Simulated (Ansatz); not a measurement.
# Lattice dynamics of Ba2Sn (model cell, started as cuprite)

Aim: the vibrations of Ba2Sn (model cell, started as cuprite), their spectra, and whether the structure is stable.

Method: DFT PBEsol, scalar-relativistic, plane waves, PAW, in Ansatz 0.2.0.

The structure was built from a prototype and need not be the compound's stable phase.

## 1. Set-up

It takes space group Pn-3m (No. 224, cubic). Conventional cell: a = 7.215 Å, b = 7.215 Å, c = 7.215 Å, α = 90.00°, β = 90.00°, γ = 90.00°. Nearest to Sn lie 4 Ba at 3.12 Å. Nearest to Ba lie 2 Sn at 3.12 Å. Farther neighbours are not listed.

## 2. Relaxation

The cell and atoms are relaxed, since residual forces and stress would shift the frequencies.

The input, input.yaml:

```yaml
crystal:
  lattice:
    - [7.21457, 0.0, 0.0]
    - [0.0, 7.21457, 0.0]
    - [0.0, 0.0, 7.21457]
  atoms:
    - { symbol: Sn, position: [0.0, 0.0, 0.0] }
    - { symbol: Sn, position: [0.5, 0.5, 0.5] }
    - { symbol: Ba, position: [0.25, 0.25, 0.25] }
    - { symbol: Ba, position: [0.75, 0.75, 0.25] }
    - { symbol: Ba, position: [0.75, 0.25, 0.75] }
    - { symbol: Ba, position: [0.25, 0.75, 0.75] }
kpoints:
  mp_grid: { grid: [4, 4, 4] }
hamiltonian:
  xc: pbesol
scf:
  occupations: { method: gaussian, width: 0.1 }
output:
  forces: true
  stress: true
  eigenvalues: true
  write_density: true
  write_potential: true
  elf: true
  volumetric_format: npy
relax:
  adjacent_minimum: "off"
  f_tol: 0.005
  max_steps: 80
  cell: { stress_tol: 0.05 }
```

Command:

```
ansatz run input.yaml --threads 8 --pin off --max-ram 14336MiB --backend cpu --events-out ev --progress --plain --runs-dir out
```

Numbers of over 12 decimals in the logs are rounded to 6 here.

Log:

```text
Engine: ansatz 0.2.0, aarch64-unknown-linux-gnu
Pseudopotentials: kind: paw
Pseudopotential: Sn, paw, valence charge 14, recommended cutoff 420 eV (normal), Sn.paw.azcp
Pseudopotential: Ba, paw, valence charge 10, recommended cutoff 420 eV (normal), Ba.paw.azcp
Functional definition: PBEsol
  exchange = pbesol_x
  correlation = pbesol_c
Crystal: 6 atoms, lattice volume = 375.519 Å³
Basis set: ecut = 420 eV, 7249 PW (Γ), exchange–correlation on 100×100×100 points (8 copies of the dense FFT grid, shifted against one another)
Bands: 41, of which v1, the nominal top of the filled ones, is band 34 counted from 1 (33 counted from 0)
Symmetry: 48 space group operations
Space group: Pn-3m (ITA 224), of the structure as read, at distance tolerance 7.2e-5 Å
k-points: 10 of 64
Non-local potential: Sn, projectors of the file, l = 0: 2, l = 1: 2, l = 2: 2, l = 3: 2
Non-local potential: Ba, projectors of the file, l = 0: 3, l = 1: 2, l = 2: 2, l = 3: 2
PAW form: soft (Blöchl's): semilocal exchange-correlation on the pseudo side does not see the compensation charge
PAW frozen core: Sn, regenerated for the run's functional, and the local potential with it (the file was generated under x = pbe(κ = 0.804, μ = 0.219515), c = pbe(β = 0.066725))
PAW frozen core: Ba, regenerated for the run's functional, and the local potential with it (the file was generated under x = pbe(κ = 0.804, μ = 0.219515), c = pbe(β = 0.066725))
PAW one-centre angular grid: Sn, 590 points (default); XC on 64 Gauss nodes
PAW one-centre angular grid: Ba, 194 points (default); XC on 64 Gauss nodes
Initial density: superposition of atomic densities (neutral atoms: chi_scale 0, normalization atom), corrected by the library's trained network
Initial wavefunctions: pseudopotential atomic-orbital guess
Functional: x = pbesol(κ = 0.804, μ = 0.123457), c = pbesol(β = 0.046)
SCF iter   1: F=—  HF=-35349.039865 eV  |F-HF|=—  |Δ(HF+E_count)|=         —  Δρ=2.39e-3  dr2=4.16e-2  ethr=1.77e-3  ⟨swp⟩=11.7  Hψ=2246  notcnv=0
preconditioner: auto → Kerker (q_TF=auto, 2.052 Å⁻¹)  [metal: Δε(μ)=0.032 eV  Ē_g=3.064 eV  σ=0.100 eV  W_gap=0.18  n_scr=56 (ndim 8)  ℏωp=7.7 eV  f_vac=0.000  D(μ)=8.28/eV (n_scr^D=56)]
SCF iter   2: F=—  HF=-35349.033100 eV  |F-HF|=—  |Δ(HF+E_count)|=   6.76e-3  Δρ=1.38e-3  dr2=1.30e-2  ethr=6.12e-5  ⟨swp⟩=2.5  Hψ=689  notcnv=0
SCF iter   3: F=—  HF=-35349.032501 eV  |F-HF|=—  |Δ(HF+E_count)|=   5.99e-4  Δρ=4.35e-4  dr2=2.06e-3  ethr=1.92e-5  ⟨swp⟩=2.0  Hψ=701  notcnv=0
SCF iter   4: F=—  HF=-35349.032792 eV  |F-HF|=—  |Δ(HF+E_count)|=   2.91e-4  Δρ=3.37e-4  dr2=4.85e-4  ethr=3.03e-6  ⟨swp⟩=2.0  Hψ=700  notcnv=0
SCF iter   5: F=—  HF=-35349.032684 eV  |F-HF|=—  |Δ(HF+E_count)|=   1.08e-4  Δρ=6.43e-5  dr2=4.55e-5  ethr=7.13e-7  ⟨swp⟩=2.0  Hψ=700  notcnv=0
SCF iter   6: F=—  HF=-35349.032400 eV  |F-HF|=—  |Δ(HF+E_count)|=   2.85e-4  Δρ=2.20e-5  dr2=3.76e-6  ethr=6.69e-8  ⟨swp⟩=2.0  Hψ=455  notcnv=0
SCF iter   7: F=—  HF=-35349.032401 eV  |F-HF|=—  |Δ(HF+E_count)|=   1.07e-6  Δρ=5.62e-6  dr2=2.88e-7  ethr=5.52e-9  ⟨swp⟩=2.9  Hψ=765  notcnv=0  defer=1
SCF iter   8: F=-35349.032401 eV  HF=-35349.032401 eV  |F-HF|=1.47e-8  |Δ(HF+E_count)|=   4.13e-8  Δρ=2.04e-6  dr2=3.29e-8  ethr=1.47e-10  ⟨swp⟩=17.0  Hψ=3602  notcnv=0
SCF 1 converged in 8 iterations: F = -35349.032401 eV  dr2 = 3.29e-8
  greatest PAW one-centre occupation: 0.990 electrons in one spin orbital (limit 2), on the Sn atom at site 1 (counted from 0), in its partial waves of l = 2
relax step   1: F+E_penalty+E_count = -35349.03240066 eV  Δ(F+E_penalty+E_count) = +0.000e0 eV  max|allowed force component| = 2.168e-19 eV/Å  Δτ_max = 0.0000 Å  P = +1.702 GPa  Ω = 375.519 Å³  (8 SCF iters, dr2 threshold 1.00e-7 eV, accepted)
Crystal: 6 atoms, lattice volume = 407.370 Å³
Basis set: ecut = 420 eV, 8025 PW (Γ), exchange–correlation on 100×100×100 points (8 copies of the dense FFT grid, shifted against one another)
Initial density: handed on by an earlier stage of this run
Initial wavefunctions: those handed on with the density
iter 1 solved again at ethr=2.39e-5 eV; its pass at ethr=3.10e-3 eV (dr2=1.63e-2 eV) is discarded
SCF iter   1: F=—  HF=-35349.231534 eV  |F-HF|=—  |Δ(HF+E_count)|=         —  Δρ=1.61e-3  dr2=2.12e-2  ethr=2.39e-5  ⟨swp⟩=2.8  Hψ=2579  notcnv=0
eigensolver tolerance schedule calibrated: the retry pair's looser diagonalisation under-reported the residual by θ = 0.23 (0.11/decade); ethr = c·dr2/N_el runs at the constant in force after the calibration composes with the one it found (an armed cap, an earlier calibration), c = 8.3e-2
preconditioner: auto → Kerker (q_TF=auto, 2.024 Å⁻¹)  [metal: Δε(μ)=0.103 eV  Ē_g=3.074 eV  σ=0.100 eV  W_gap=0.45  n_scr=56 (ndim 8)  ℏωp=7.4 eV  f_vac=0.000  D(μ)=7.61/eV (n_scr^D=32)]
SCF iter   2: F=—  HF=-35349.228617 eV  |F-HF|=—  |Δ(HF+E_count)|=   2.92e-3  Δρ=1.02e-3  dr2=1.00e-2  ethr=2.39e-5  ⟨swp⟩=2.1  Hψ=509  notcnv=0
SCF iter   3: F=—  HF=-35349.228023 eV  |F-HF|=—  |Δ(HF+E_count)|=   5.94e-4  Δρ=4.01e-4  dr2=2.55e-3  ethr=1.21e-5  ⟨swp⟩=2.6  Hψ=729  notcnv=0
SCF iter   4: F=—  HF=-35349.228116 eV  |F-HF|=—  |Δ(HF+E_count)|=   9.34e-5  Δρ=1.33e-4  dr2=1.49e-4  ethr=3.09e-6  ⟨swp⟩=2.7  Hψ=734  notcnv=0
SCF iter   5: F=—  HF=-35349.227869 eV  |F-HF|=—  |Δ(HF+E_count)|=   2.47e-4  Δρ=3.79e-5  dr2=9.31e-6  ethr=1.81e-7  ⟨swp⟩=2.0  Hψ=714  notcnv=0
SCF iter   6: F=—  HF=-35349.227876 eV  |F-HF|=—  |Δ(HF+E_count)|=   6.62e-6  Δρ=8.51e-6  dr2=8.68e-7  ethr=1.13e-8  ⟨swp⟩=2.3  Hψ=762  notcnv=0
SCF iter   7: F=-35349.227876 eV  HF=-35349.227876 eV  |F-HF|=7.49e-9  |Δ(HF+E_count)|=   1.75e-7  Δρ=3.21e-6  dr2=1.43e-7  ethr=7.29e-10  ⟨swp⟩=14.6  Hψ=3878  notcnv=0
SCF 2 converged in 7 iterations: F = -35349.227876 eV  dr2 = 1.43e-7
relax step   2: F+E_penalty+E_count = -35349.22787593 eV  Δ(F+E_penalty+E_count) = -1.955e-1 eV  max|allowed force component| = 3.469e-18 eV/Å  Δτ_max = 0.0000 Å  P = +0.357 GPa  Ω = 407.370 Å³  energy of the carried Pulay correction = -7.230e-4 eV  (7 SCF iters, dr2 threshold 6.00e-7 eV, accepted)
Crystal: 6 atoms, lattice volume = 416.747 Å³
Basis set: ecut = 420 eV, 8217 PW (Γ), exchange–correlation on 100×100×100 points (8 copies of the dense FFT grid, shifted against one another)
iter 1 solved again at ethr=1.94e-6 eV; its pass at ethr=3.10e-3 eV (dr2=1.32e-3 eV) is discarded
SCF iter   1: F=—  HF=-35349.239947 eV  |F-HF|=—  |Δ(HF+E_count)|=         —  Δρ=4.36e-4  dr2=1.67e-3  ethr=1.94e-6  ⟨swp⟩=2.9  Hψ=2586  notcnv=0
preconditioner: auto → Kerker (q_TF=auto, 2.017 Å⁻¹)  [metal: Δε(μ)=0.099 eV  Ē_g=3.046 eV  σ=0.100 eV  W_gap=0.44  n_scr=56 (ndim 8)  ℏωp=7.3 eV  f_vac=0.000  D(μ)=7.71/eV (n_scr^D=32)]
SCF iter   2: F=—  HF=-35349.239710 eV  |F-HF|=—  |Δ(HF+E_count)|=   2.36e-4  Δρ=2.81e-4  dr2=8.26e-4  ethr=1.94e-6  ⟨swp⟩=2.3  Hψ=556  notcnv=0
SCF iter   3: F=—  HF=-35349.239638 eV  |F-HF|=—  |Δ(HF+E_count)|=   7.21e-5  Δρ=1.07e-4  dr2=1.91e-4  ethr=1.21e-6  ⟨swp⟩=2.3  Hψ=673  notcnv=0
SCF iter   4: F=—  HF=-35349.239370 eV  |F-HF|=—  |Δ(HF+E_count)|=   2.69e-4  Δρ=3.35e-5  dr2=9.96e-6  ethr=2.81e-7  ⟨swp⟩=3.0  Hψ=702  notcnv=0
SCF iter   5: F=—  HF=-35349.239372 eV  |F-HF|=—  |Δ(HF+E_count)|=   2.06e-6  Δρ=1.01e-5  dr2=6.43e-7  ethr=1.46e-8  ⟨swp⟩=2.0  Hψ=740  notcnv=0
SCF iter   6: F=-35349.239372 eV  HF=-35349.239372 eV  |F-HF|=3.62e-9  |Δ(HF+E_count)|=   4.46e-7  Δρ=2.35e-6  dr2=6.41e-8  ethr=4.68e-10  ⟨swp⟩=14.9  Hψ=4070  notcnv=0
SCF 3 converged in 6 iterations: F = -35349.239372 eV  dr2 = 6.41e-8
relax step   3: F+E_penalty+E_count = -35349.23937234 eV  Δ(F+E_penalty+E_count) = -1.150e-2 eV  max|allowed force component| = 1.927e-18 eV/Å  Δτ_max = 0.0000 Å  P = +0.048 GPa  Ω = 416.747 Å³  energy of the carried Pulay correction = -9.248e-4 eV  (6 SCF iters, dr2 threshold 3.18e-7 eV, accepted)
Initial wavefunctions: pseudopotential atomic-orbital guess (no wavefunctions were taken with the density)
iter 1 solved again at ethr=6.29e-7 eV; its pass at ethr=3.10e-3 eV (dr2=4.27e-4 eV) is discarded
SCF iter   1: F=—  HF=-35349.240586 eV  |F-HF|=—  |Δ(HF+E_count)|=         —  Δρ=3.64e-5  dr2=9.99e-7  ethr=6.29e-7  ⟨swp⟩=4.3  Hψ=3376  notcnv=0
preconditioner: auto → Kerker (q_TF=auto, 2.017 Å⁻¹)  [metal: Δε(μ)=0.101 eV  Ē_g=3.042 eV  σ=0.100 eV  W_gap=0.45  n_scr=56 (ndim 8)  ℏωp=7.3 eV  f_vac=0.000  D(μ)=7.75/eV (n_scr^D=32)]
SCF iter   2: F=—  HF=-35349.240325 eV  |F-HF|=—  |Δ(HF+E_count)|=   2.62e-4  Δρ=1.75e-5  dr2=2.63e-7  ethr=1.47e-9  ⟨swp⟩=2.9  Hψ=784  notcnv=0
SCF iter   3: F=—  HF=-35349.240325 eV  |F-HF|=—  |Δ(HF+E_count)|=   2.21e-7  Δρ=4.90e-6  dr2=4.24e-8  ethr=3.87e-10  ⟨swp⟩=2.8  Hψ=645  notcnv=0
SCF iter   4: F=—  HF=-35349.240325 eV  |F-HF|=—  |Δ(HF+E_count)|=   1.41e-8  Δρ=6.80e-7  dr2=6.84e-9  ethr=6.24e-11  ⟨swp⟩=2.0  Hψ=487  notcnv=0
SCF iter   5: F=—  HF=-35349.240325 eV  |F-HF|=—  |Δ(HF+E_count)|=  9.46e-11  Δρ=2.90e-7  dr2=1.01e-9  ethr=1.01e-11  ⟨swp⟩=2.1  Hψ=534  notcnv=0
SCF iter   6: F=—  HF=-35349.240325 eV  |F-HF|=—  |Δ(HF+E_count)|=  1.31e-10  Δρ=1.27e-7  dr2=7.30e-11  ethr=1.49e-12  ⟨swp⟩=2.0  Hψ=470  notcnv=0
SCF iter   7: F=-35349.240325 eV  HF=-35349.240325 eV  |F-HF|=7.28e-12  |Δ(HF+E_count)|=  7.28e-12  Δρ=1.84e-8  dr2=3.25e-12  ethr=1.00e-12  ⟨swp⟩=8.9  Hψ=2177  notcnv=0
SCF 4 converged in 7 iterations: F = -35349.240325 eV  dr2 = 3.25e-12
relax step   4: F+E_penalty+E_count = -35349.24032477 eV  Δ(F+E_penalty+E_count) = -9.524e-4 eV  max|allowed force component| = 2.409e-18 eV/Å  Δτ_max = 0.0000 Å  P = +0.049 GPa  Ω = 416.747 Å³  stress off target by 4.90e-2 GPa  SCF on the basis re-selected at this cell (its energy is not comparable with the rows above)  (7 SCF iters)
basis re-selected at this cell: Δ(F+E_penalty+E_count) = -9.524e-4 eV, ΔP = +0.000 GPa vs the last step (what re-selecting the basis moved, of the pressure what is left beyond the Pulay correction that the steps carried, after the strain that the cell walked since its last selection, with what the two solves' SCF thresholds leave and, on support functions, any second-order correction that the steps lacked; it is no m [...]
SCF converged after 7 iterations
Free energy (F): -35349.240325 eV
Harris-Foulkes:  -35349.240325 eV  (|F-HF|=7.28e-12)
Internal energy: -35349.201573 eV  (E = F + TS)
E sigma→0 (E₀):  -35349.220949 eV
Entropy (-TS):   -0.038751 eV (-6.459 meV/atom)
Fermi energy:    3.989176 eV
--- Per-component energies (eV) ---
  E_band       = -741.842125
  E_kinetic    = 1043.229523
  E_local      = -5385.140146  (includes V_loc(G=0)·N_el)
  E_nonlocal   = 171.693229
  E_hartree    = 2505.984209
  E_xc         = -1419.293077
  E_vxc        = -727.301065  (∫ρ·V_xc dr)
  E_paw        = -28691.166613  (= ΣΔE_a)
  E_vpaw       = -856.292069  (= ΣTr[D̂ρ^β])
  E_aug_tail   = -0.000008  (compensation charges beyond the density's cutoff)
  E_ewald      = -3575.684103
  E_core_change = 1.175412  (= ΣΔE_core)
  E_smearing   = -0.038751  (= −TS)
  E_closure    = 0.000000  (closes the sum)
  Σ components = -35349.240325   (vs F -35349.240325, Δ=0.00e0)
--- Forces (eV/Å), atoms counted from 1 ---
  atom   1  Sn     0.00000000     0.00000000     0.00000000
  atom   2  Sn    -0.00000000    -0.00000000     0.00000000
  atom   3  Ba     0.00000000    -0.00000000     0.00000000
  atom   4  Ba    -0.00000000    -0.00000000    -0.00000000
  atom   5  Ba    -0.00000000     0.00000000     0.00000000
  atom   6  Ba     0.00000000    -0.00000000    -0.00000000
  max |Σ_I F_I| component: 2.98e-19 eV/Å
--- Stress (GPa, compression-positive) ---
        0.048957      -0.000000      -0.000000
       -0.000000       0.048957      -0.000000
       -0.000000      -0.000000       0.048957
  P = ⅓ Tr σ = 0.0490 GPa (0.490 kbar)
--- Band table (eV; the first three rows and the last of 10) ---
  k-point 0: bands = [... 30 lower, 2.5336, 2.8704, 4.4748, 4.4748, 4.5658, 4.5658, 4.5658, 4.9104, ... 3 higher]
  k-point 1: bands = [... 30 lower, 2.7178, 2.9436, 4.0027, 4.0027, 4.1267, 4.5480, 4.6140, 5.0330, ... 3 higher]
  k-point 2: bands = [... 30 lower, 3.1148, 3.1148, 3.4065, 3.4065, 4.1377, 4.1377, 4.7563, 4.7563, ... 3 higher]
  k-point 9: bands = [... 30 lower, 2.5961, 3.6719, 3.6719, 3.6719, 4.2778, 4.2778, 4.2778, 5.4303, ... 3 higher]
--- Relaxed structure (3 steps of the walk, 3 accepted, 1 SCFs on fresh bases) ---
  F+E_penalty+E_count = -35349.24032477 eV   max|allowed force component| = 2.409e-18 eV/Å   (the final SCF, on the basis selected at the relaxed cell)
  cell:  # Å, volume = 416.7467 Å³
    - [7.469486, 0, 0]
    - [0, 7.469486, 0]
    - [0, 0, 7.469486]
  atoms:
    - { symbol: Sn, position: [0, 0, 0] }
    - { symbol: Sn, position: [0.5, 0.5, 0.5] }
    - { symbol: Ba, position: [0.25, 0.25, 0.25] }
    - { symbol: Ba, position: [0.750000, 0.750000, 0.25] }
    - { symbol: Ba, position: [0.750000, 0.25, 0.750000] }
    - { symbol: Ba, position: [0.25, 0.750000, 0.750000] }
```

It took 21 s on 8 threads of Arm Neoverse N1, shared host; peak memory 1.2 GiB.

The steps of the relaxation:

| step | energy less that of the first step (eV) | largest force component (eV/Å) | pressure (GPa) | volume (Å³) |
| --- | --- | --- | --- | --- |
| 1 | 0.0000 | 0.0000 | 1.70 | 375.52 |
| 2 | -0.1955 | 0.0000 | 0.36 | 407.37 |
| 3 | -0.2070 | 0.0000 | 0.05 | 416.75 |
| 4* | -0.2079 | 0.0000 | 0.05 | 416.75 |

Relaxation steps marked * repeat the geometry before them on a plane-wave basis chosen anew for their cell, so energy and pressure can jump there.

The run keeps the 48 symmetry operations that it works with, so distortions that break them were not tested.

| conventional cell, symmetrised | before | after | change |
| --- | --- | --- | --- |
| a (Å) | 7.215 | 7.469 | +3.5 % |
| b (Å) | 7.215 | 7.469 | +3.5 % |
| c (Å) | 7.215 | 7.469 | +3.5 % |
| volume (Å³/atom) | 62.59 | 69.46 | +11.0 % |

The relaxed structure:

```
Sn Ba
1.0
     7.46949    0.00000    0.00000
     0.00000    7.46949    0.00000
     0.00000    0.00000    7.46949
Sn Ba
2 4
Cartesian
  0.0000 0.0000 0.0000
  3.7347 3.7347 3.7347
  1.8674 1.8674 1.8674
  5.6021 5.6021 1.8674
  5.6021 1.8674 5.6021
  1.8674 5.6021 5.6021
```

Numbers from this step:

```yaml
pressure: 0.04896 GPa
volume_per_atom: 69.46 Å³
gap_on_the_k_mesh: 0 eV
```

Valence density in the ac plane at fractional y = 0.250, with atoms of Ba within 0.2 Å of it. It is the smooth field of the valence electrons, not physical close to the nuclei.

Values in e/Å³, 11 rows by 16 columns, each cell a mean:
```
0.1 0.1 0.0 0.0 0.0 0.0 0.0 0.0 0.0 0.0 0.1 0.2 0.2 0.1 0.1 0.1
0.0 0.0 0.0 0.0 0.0 0.0 0.0 0.0 0.0 0.1 0.6 1.1 1.1 0.8 0.3 0.1
0.0 0.0 0.0 0.0 0.0 0.0 0.0 0.0 0.1 0.3 1.1 0.9 0.6 1.3 0.6 0.1
0.0 0.0 0.0 0.0 0.0 0.0 0.0 0.0 0.1 0.2 0.7 1.2 1.2 1.0 0.4 0.1
0.0 0.0 0.0 0.0 0.0 0.0 0.0 0.1 0.1 0.1 0.1 0.3 0.3 0.2 0.1 0.0
0.0 0.0 0.0 0.0 0.1 0.1 0.1 0.1 0.1 0.1 0.1 0.0 0.0 0.0 0.0 0.0
0.0 0.1 0.2 0.5 0.6 0.4 0.1 0.1 0.1 0.0 0.0 0.0 0.0 0.0 0.0 0.0
0.0 0.2 0.9 1.2 1.0 1.2 0.5 0.1 0.0 0.0 0.0 0.0 0.0 0.0 0.0 0.0
0.1 0.3 1.0 1.1 0.8 1.2 0.5 0.1 0.0 0.0 0.0 0.0 0.0 0.0 0.0 0.0
0.1 0.1 0.4 0.8 0.8 0.5 0.2 0.0 0.0 0.0 0.0 0.0 0.0 0.0 0.0 0.0
0.1 0.1 0.1 0.1 0.1 0.1 0.0 0.0 0.0 0.0 0.0 0.0 0.0 0.0 0.1 0.1
```
Columns run along a (7.5 Å), rows up along c (7.5 Å). Atoms in or near the plane, at fractional coordinates: Ba at (0.25, 0.25), Ba at (0.75, 0.75).

Electrostatic potential energy in the ac plane at fractional y = 0.250, with atoms of Ba within 0.2 Å of it. With pseudopotentials it is smooth inside the atoms' cores, unlike the true potential.

Values in eV, 11 rows by 16 columns, each cell a mean:
```
  7   7   7   7   7   6   6   6   5   4   2  -1  -1   1   4   6
  6   8   8   8   8   8   7   6   4  -1 -13 -26 -29 -19  -4   4
  6   7   8   8   8   8   7   6   3  -5 -27 -39 -39 -35 -13   1
  5   7   7   8   8   8   8   7   5  -1 -17 -32 -34 -25  -7   2
  6   6   7   7   7   7   8   7   6   5   1  -4  -5  -2   2   4
  5   5   4   4   4   5   6   7   7   7   6   6   5   5   5   6
  5   2  -4 -11 -13  -6   1   5   7   8   8   8   7   7   7   6
  3  -3 -23 -36 -38 -30 -10   2   6   7   8   8   8   8   7   6
  4  -4 -25 -38 -39 -33 -12   1   5   7   8   8   8   8   8   7
  6   2  -6 -17 -20 -12  -2   3   5   7   7   7   8   8   8   7
  7   6   4   3   2   3   4   5   6   6   6   6   6   7   7   7
```
Columns run along a (7.5 Å; values clipped at the 3rd and 97th percentile), rows up along c (7.5 Å). Atoms in or near the plane, at fractional coordinates: Ba at (0.25, 0.25), Ba at (0.75, 0.75).

ELF in the ac plane at fractional y = 0.250, with atoms of Ba within 0.2 Å of it. It is the smooth field of the valence electrons, not physical close to the nuclei.

Ten even steps from '0' (0.00) to '9' (0.86), each cell a mean:
```
776421000000001111136
666542111100036764213
456543221100379999621
244432222101599779941
123322222101697007961
012222233211697107971
012222345421489779961
011223456642258999730
011112456763224665300
000001246776321111000
000000113677642100000
000234311367764211110
003799852136665322110
027999995114554322210
038962598312443222210
039920299401232222321
127962699300122223442
215999997200122234554
422579873000112234666
632123320000111124567
764210000000000012467
```
Columns run along a (7.5 Å), rows up along c (7.5 Å). Atoms in or near the plane, at fractional coordinates: Ba at (0.25, 0.25), Ba at (0.75, 0.75).

In this step the volume went from 62.59 to 69.46 Å³/atom.

## 3. Relaxation

The relaxation is repeated from its end on the same settings, as a check that it has come to rest.

Changes to input.yaml since step 2:

```diff
@@ -2,5 +2,5 @@
   lattice:
-    - [7.21457, 0.0, 0.0]
-    - [0.0, 7.21457, 0.0]
-    - [0.0, 0.0, 7.21457]
+    - [7.4694863295, 0.0, 0.0]
+    - [0.0, 7.4694863295, 0.0]
+    - [0.0, 0.0, 7.4694863295]
   atoms:
```

Log:

```text
[...]
Crystal: 6 atoms, lattice volume = 416.747 Å³
Basis set: ecut = 420 eV, 8217 PW (Γ), exchange–correlation on 100×100×100 points (8 copies of the dense FFT grid, shifted against one another)
Bands: 41, of which v1, the nominal top of the filled ones, is band 34 counted from 1 (33 counted from 0)
Symmetry: 48 space group operations
[...]
k-points: 10 of 64
[...]
cell:  # Å, volume = 416.7467 Å³
    - [7.4694863295, 0.0, 0.0]
    - [0.0, 7.4694863295, 0.0]
    - [0.0, 0.0, 7.4694863295]
  atoms:
    - { symbol: Sn, position: [0.0, 0.0, 0.0] }
    - { symbol: Sn, position: [0.5, 0.5, 0.5] }
    - { symbol: Ba, position: [0.25, 0.25, 0.25] }
    - { symbol: Ba, position: [0.75, 0.75, 0.25] }
    - { symbol: Ba, position: [0.75, 0.25, 0.75] }
    - { symbol: Ba, position: [0.25, 0.75, 0.75] }
[key lines of the parts left out:]
SCF converged after 7 iterations
Free energy (F): -35349.240325 eV
Fermi energy:    3.989175 eV
P = ⅓ Tr σ = 0.0490 GPa (0.490 kbar)
```

It took 13 s on 8 threads; peak memory 1.2 GiB.

Little changed from the start: no atom moved by 0.005 Å and no cell edge by 0.1 %.

In this step the volume went from 69.46 to 69.46 Å³/atom.

[end of part 1 of 2]

[Logs are printed without paths, hosts, clocks, repeated set-up lines and the standing remarks that a program may print on its own settings, such as how far it seeks lower states.]

[Hosts, paths, dates, database ids (printed as entryN), source tags and the programs' standing remarks are cut or masked in the printed files.]
